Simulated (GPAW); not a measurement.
## The basis that the transmission of CO in line between two Ca chains needs

How well does CO in line between two Ca chains conduct at low bias, and how far do basis and functional move the answer?

Main program and level: GPAW 26.7.0; GPAW LCAO, PAW setups; Landauer transmission from Green's functions with principal layers (ASE), zero bias.

## Step 1: The structure

The cell holds 12 atoms: 10 Ca, 1 C and 1 O. Its edges and angles: a = 9.000 Å, b = 9.000 Å, c = 41.051 Å, α = 90.0°, β = 90.0°, γ = 90.0°. Regions: left lead, 5 atoms (5 Ca); channel, 2 atoms (1 C and 1 O); right lead, 5 atoms (5 Ca). Vacuum lies along a and b. The structure is stacked along c, and the current runs across the ab planes.

## Step 2: Double-zeta polarised basis

The script solves lead and junction separately, takes H and S in the orbital basis, and joins semi-infinite leads through their self-energies; the dzp basis is the working standard.

Input file run.py:

```python
import json
import numpy as np
from ase import Atoms
from ase.transport.calculators import TransportCalculator
from gpaw import GPAW, FermiDirac
from gpaw.lcao.tools import get_lcao_hamiltonian
from scipy.linalg import eigh

# The junction with lead layers at both ends, along the third cell vector
device = Atoms(
    ['Ca', 'Ca', 'Ca', 'Ca', 'Ca', 'C', 'O', 'Ca', 'Ca', 'Ca', 'Ca', 'Ca'],
    positions=[
        [4.50000, 4.50000, 1.95000],
        [4.50000, 4.50000, 5.85000],
        [4.50000, 4.50000, 9.75000],
        [4.50000, 4.50000, 13.65000],
        [4.50000, 4.50000, 17.55000],
        [4.50000, 4.50000, 20.00050],
        [4.50000, 4.50000, 21.16050],
        [4.50000, 4.50000, 23.50090],
        [4.50000, 4.50000, 27.40090],
        [4.50000, 4.50000, 31.30090],
        [4.50000, 4.50000, 35.20090],
        [4.50000, 4.50000, 39.10090]],
    cell=[[9.0, 0.0, 0.0], [0.0, 9.0, 0.0], [0.0, 0.0, 41.0509]],
    pbc=True)

# One principal layer of the lead: the first 3 atoms of the device
lead = Atoms(
    ['Ca', 'Ca', 'Ca'],
    positions=[
        [4.50000, 4.50000, 1.95000],
        [4.50000, 4.50000, 5.85000],
        [4.50000, 4.50000, 9.75000]],
    cell=[[9.0, 0.0, 0.0], [0.0, 9.0, 0.0], [0.0, 0.0, 11.7]],
    pbc=True)

settings = dict(mode='lcao', basis='dzp', xc='PBE', h=0.18,
                occupations=FermiDirac(0.1), maxiter=250,
                mixer=dict(beta=0.1, nmaxold=8, weight=100.0),
                convergence=dict(density=0.0001))
energies = np.arange(-2, 2 + 1e-9, 0.05)
eta = 0.0001
n1, n2 = 1, 1
# k and -k transmit alike, so half of the mesh across the current serves
mesh = [(i, j) for i in range(n1) for j in range(n2) if (i, j) <= (-i % n1, -j % n2)]
weights = np.array([1 if (i, j) == (-i % n1, -j % n2) else 2 for i, j in mesh]) / (n1 * n2)

# [... helper functions left out ...]
fermi_lead = ground_state(lead, (1, 1, 10), 'lead.txt')
fermi_device = ground_state(device, (1, 1, 2), 'device.txt')
# [... loop over the mesh left out, but for ...]
        # Shift the lead onto the potential of the device's first layer
        shift = ((H[:, 0, 0] - H0[:, 0, 0]) / S0[0, 0]).real.mean()
# [...]
kT = 8.617333e-5 * 77
bias = [0.1, 0.2, 0.5, 1.0, 1.5, 2.0]
# [... integrals and printing left out ...]
```

Run with:

```
$ OMP_NUM_THREADS=1 OPENBLAS_NUM_THREADS=1 python run.py
```

The program printed:

```text
LinAlgError: Array must not contain infs or NaNs
```

Elapsed: 4.4 min, on 1 thread of Arm Neoverse V2, shared host; peak memory 2 GiB.

The run ended with an error.

The program's message: “LinAlgError: Array must not contain infs or NaNs”

## Step 3: Single-zeta polarised basis

One radial function a shell plus polarisation makes the matrices smaller; the question is what that costs.

Changes to run.py since step 2:

```diff
@@ -37,3 +37,3 @@
 
-settings = dict(mode='lcao', basis='dzp', xc='PBE', h=0.18,
+settings = dict(mode='lcao', basis='szp(dzp)', xc='PBE', h=0.18,
                 occupations=FermiDirac(0.1), maxiter=250,
```

The program printed:

```text
LinAlgError: Array must not contain infs or NaNs
```

It took 8.3 min on 1 thread; peak memory 1.9 GiB.

The run ended with an error.

The program's message: “LinAlgError: Array must not contain infs or NaNs”

## Step 4: Minimal basis

The minimal basis is the cheapest rung: no second zeta and no polarisation.

Changes to run.py since step 3:

```diff
@@ -37,3 +37,3 @@
 
-settings = dict(mode='lcao', basis='szp(dzp)', xc='PBE', h=0.18,
+settings = dict(mode='lcao', basis='sz(dzp)', xc='PBE', h=0.18,
                 occupations=FermiDirac(0.1), maxiter=250,
```

The program printed:

```text
LinAlgError: Array must not contain infs or NaNs
```

It took 4.1 min on 1 thread; peak memory 1.8 GiB.

The run ended with an error.

The program's message: “LinAlgError: Array must not contain infs or NaNs”

## Step 5: revPBE in the dzp basis

Back in the dzp basis, the functional changes from PBE to revPBE, to set the spread between functionals beside that between bases.

Changes to run.py since step 4:

```diff
@@ -37,3 +37,3 @@
 
-settings = dict(mode='lcao', basis='sz(dzp)', xc='PBE', h=0.18,
+settings = dict(mode='lcao', basis='dzp', xc='revPBE', h=0.18,
                 occupations=FermiDirac(0.1), maxiter=250,
```

The program printed:

```text
gpaw.KohnShamConvergenceError
```

Run time: 20 min. Hardware: 1 thread; peak memory 2 GiB.

No converged result was reached; the numbers in the log don't describe the system.

## Step 6: Temperature 700

Temperature enters only through the Fermi window.

Changes to run.py since step 5:

```diff
@@ -37,3 +37,3 @@
 
-settings = dict(mode='lcao', basis='dzp', xc='revPBE', h=0.18,
+settings = dict(mode='lcao', basis='dzp', xc='PBE', h=0.18,
                 occupations=FermiDirac(0.1), maxiter=250,
@@ -55,3 +55,3 @@
 # [...]
-kT = 8.617333e-5 * 77
+kT = 8.617333e-5 * 700
 bias = [0.1, 0.2, 0.5, 1.0, 1.5, 2.0]
```

The program printed:

```text
LinAlgError: Array must not contain infs or NaNs
```

Wall time 4.4 min (1 thread); peak memory 2 GiB.

The run ended with an error.

The program's message: “LinAlgError: Array must not contain infs or NaNs”

## Step 7: Another change of settings

A last run, with other settings again.

Changes to run.py since step 6:

```diff
@@ -27,10 +27,8 @@
 
-# One principal layer of the lead: the first 3 atoms of the device
+# One principal layer of the lead: the first 1 atoms of the device
 lead = Atoms(
-    ['Ca', 'Ca', 'Ca'],
+    ['Ca'],
     positions=[
-        [4.50000, 4.50000, 1.95000],
-        [4.50000, 4.50000, 5.85000],
-        [4.50000, 4.50000, 9.75000]],
-    cell=[[9.0, 0.0, 0.0], [0.0, 9.0, 0.0], [0.0, 0.0, 11.7]],
+        [4.50000, 4.50000, 1.95000]],
+    cell=[[9.0, 0.0, 0.0], [0.0, 9.0, 0.0], [0.0, 0.0, 3.9]],
     pbc=True)
@@ -38,3 +36,3 @@
 settings = dict(mode='lcao', basis='dzp', xc='PBE', h=0.18,
-                occupations=FermiDirac(0.1), maxiter=250,
+                occupations=FermiDirac(0.1), maxiter=60,
                 mixer=dict(beta=0.1, nmaxold=8, weight=100.0),
@@ -55,3 +53,3 @@
 # [...]
-kT = 8.617333e-5 * 700
+kT = 8.617333e-5 * 77
 bias = [0.1, 0.2, 0.5, 1.0, 1.5, 2.0]
```

The program printed:

```text
gpaw.KohnShamConvergenceError
```

Elapsed: 40 s, on 1 thread; peak memory 0.27 GiB.

No converged result was reached; the numbers in the log don't describe the system.

The fault put into the input: a principal layer that is too short, under a cap of 60 iterations, which ended the run (n_lead = 1 and period = 3.9).

## Step 8: What came out

No run of this session gave a sound result, so the opening question stays open. Put into the input on purpose: a principal layer that is too short, under a cap of 60 iterations, which ended the run.

[Logs are printed without paths, hosts, clocks, repeated set-up lines and the standing remarks that a program may print on its own settings, such as how far it seeks lower states.]

[Hosts, paths, dates, database ids (printed as entryN), source tags and the programs' standing remarks are cut or masked in the printed files.]
